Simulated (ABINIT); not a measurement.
# Calculated records

```cif
data_cds
_symmetry_space_group_name_H-M 'F-43m'
_symmetry_Int_Tables_number 216
_cell_length_a 5.8330
_cell_length_b 5.8330
_cell_length_c 5.8330
_cell_angle_alpha 90.000
_cell_angle_beta 90.000
_cell_angle_gamma 90.000
_cell_volume 198.46
loop_
_atom_site_label
_atom_site_type_symbol
_atom_site_symmetry_multiplicity
_atom_site_Wyckoff_symbol
_atom_site_fract_x
_atom_site_fract_y
_atom_site_fract_z
_atom_site_occupancy
Cd1 Cd 4 a 0.00000 0.00000 0.00000 1
S1 S 4 d 0.25000 0.25000 0.75000 1
_calc_subject 'Beyond one shot: CdS (Hawleyite)'
_calc_method 'RPA screening on PBE from quasiparticle energies and orbitals, plane waves, norm-conserving pseudopotentials (and 4 further levels or steps)'
_calc_program 'ABINIT 10.8.3'
_calc_settings 'cutoff 47 Ha, PseudoDojo scalar-relativistic 0.4.1 standard, norm-conserving, potential set dojo-sr-pbe-0.4.1-standard, ngkpt (4, 4, 4), nband 93, ecuteps 5 Ha, gwcalctyp 27, nfreqre 1, inclvkb 2, shiftk (0, 0, 0), symchi 1, awtr 1, frequency static, cycle 8, q points all but q = 0, 4×4×4 k-mesh'
_calc_cost '25 runs, 9.4 min in all on 8 MPI ranks of INTEL XEON PLATINUM 8581C at 2.10GHz (Emerald Rapids), shared host'
_calc_notes 'The cell and positions come from the Crystallography Open Database and are kept as given unless a step says otherwise. Limits: no spin-orbit coupling. The 4×4×4 mesh is coarse for this cell, which bears on the long-range parts of exchange and screening.'
_calc_g0w0 '2.052 eV'
_calc_self_consistent_cohsex_cycle_1 '2.735 eV'
_calc_self_consistent_cohsex_cycle_2 '3.290 eV'
_calc_self_consistent_cohsex_cycle_3 '3.370 eV'
_calc_self_consistent_cohsex_cycle_4 '3.315 eV'
_calc_self_consistent_cohsex_cycle_5 '3.251 eV'
_calc_self_consistent_cohsex_cycle_6 '3.212 eV'
_calc_self_consistent_cohsex_cycle_7 '3.195 eV'
_calc_self_consistent_cohsex_cycle_8 '3.191 eV'
_calc_known_limits 'short of the basis limit; no spin-orbit coupling; coarse k mesh'
```

[Long decimals in the printed logs are rounded to 6 places.]

[Logs are printed without paths, hosts, clocks, repeated set-up lines and the standing remarks that a program may print on its own settings, such as how far it seeks lower states.]

[Paths, hosts, dates, memory and timing lines, banners, echoed tables and standing remarks are left out of the program output; an Ansatz launch command may be rebuilt from the run's recorded settings. Measured values are a selection of at most five: reports struck by readers or far from the other reports are left out. None is set beside runs whose start may be inverted or whose files or cutoffs have a known fault.]

[Runs of the session that timed out or met a known fault of the program may be left out.]

[Hosts, paths, dates, database ids (printed as entryN), source tags and the programs' standing remarks are cut or masked in the printed files.]

[G0W0 gaps are taken among the corrected bands and points alone; a level outside them can change the order at an edge.]

[Where Ansatz stands beside ABINIT at settings called matched, ABINIT's density can come from a denser mesh and the files from another edition; pairs whose starting gaps differed by over 0.03 eV were left out, so agreement reads better than it is.]
